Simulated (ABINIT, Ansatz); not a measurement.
Computed results, one entry a study.

**How the form of the self-energy moves the gap of NaLiICl (P4/mmm)**

The structure is tetragonal, space group P4/mmm (No. 123). Conventional cell: a = 4.092 Å, b = 4.092 Å, c = 6.215 Å, α = 90.00°, β = 90.00°, γ = 90.00°. Nearest to Na lie 4 Cl at 2.89 Å and 2 I at 3.11 Å. Nearest to Li lie 4 I at 2.89 Å. Nearest to I lie 4 Li at 2.89 Å and 2 Na at 3.11 Å. Nearest to Cl lie 4 Na at 2.89 Å. Farther neighbours, and contacts between anions beyond the nearest, are not listed.

```
Na Li I Cl
1.0
     4.09164    0.00000    0.00000
     0.00000    4.09164    0.00000
     0.00000    0.00000    6.21534
Na Li I Cl
1 1 1 1
Direct
  0.50000 0.50000 0.50000
  0.00000 0.00000 0.00000
  0.50000 0.50000 0.00000
  0.00000 0.00000 0.50000
```

```yaml
method: RPA screening on LDA, plane waves, norm-conserving pseudopotentials (and 4 further levels or steps)
program: ABINIT 10.8.3
settings: cutoff 38 Ha, PseudoDojo scalar-relativistic 0.4.1 standard, norm-conserving, ngkpt (2, 2, 2), nband 81, ecuteps 4.2 Ha, gwcalctyp 2, nfreqre 16, nfreqim 8, inclvkb 2, freqremax 40 eV, spmeth 1, nomegasf 120, shiftk (0, 0, 0), symchi 1, awtr 1, frequency cd, 2×2×2 k-mesh
cost: 9 runs, 5.5 min in all on 4 MPI ranks of Arm Neoverse N1, shared host
notes: The program’s warnings: Min real frequency set to default [Ha] = and nkpt*nsppol () is not a multiple of nproc spkpt (). The cell and positions are those that the Materials Project relaxed with its own functionals (PBE, PBE+U or r2SCAN), kept fixed. Limits: no spin-orbit coupling. Static COHSEX lies above G0W0: it lacks the factor Z and overstates the Coulomb hole of the filled states. The 2×2×2 mesh is coarse for this cell, which bears on the long-range parts of exchange and screening.
g0w0_godby_needs_plasmon_pole: 5.995 eV
g0w0_von_der_linden_horsch_plasmon_pole: 6.082 eV
g0w0_hybertsen_louie_plasmon_pole: 5.753 eV
one_shot_cohsex: 7.225 eV
one_shot_hartree_fock: 11.214 eV
g0w0_contour_deformation: 5.962 eV
known_limits: short of the basis limit; no spin-orbit coupling; coarse k mesh
```

G0W0, von der Linden-Horsch plasmon pole: +0.087 eV against G0W0, Godby-Needs plasmon pole. G0W0, Hybertsen-Louie plasmon pole: −0.242 eV against G0W0, Godby-Needs plasmon pole.

[Long decimals in the printed logs are rounded to 6 places.]

[Logs are printed without paths, hosts, clocks, repeated set-up lines and the standing remarks that a program may print on its own settings, such as how far it seeks lower states.]

[Paths, hosts, dates, memory and timing lines, banners, echoed tables and standing remarks are left out of the program output; an Ansatz launch command may be rebuilt from the run's recorded settings. Measured values are a selection of at most five: reports struck by readers or far from the other reports are left out. None is set beside runs whose start may be inverted or whose files or cutoffs have a known fault.]

[Runs of the session that timed out or met a known fault of the program may be left out.]

[Hosts, paths, dates, database ids (printed as entryN), source tags and the programs' standing remarks are cut or masked in the printed files.]

[G0W0 gaps are taken among the corrected bands and points alone; a level outside them can change the order at an edge.]

[Where Ansatz stands beside ABINIT at settings called matched, ABINIT's density can come from a denser mesh and the files from another edition; pairs whose starting gaps differed by over 0.03 eV were left out, so agreement reads better than it is.]
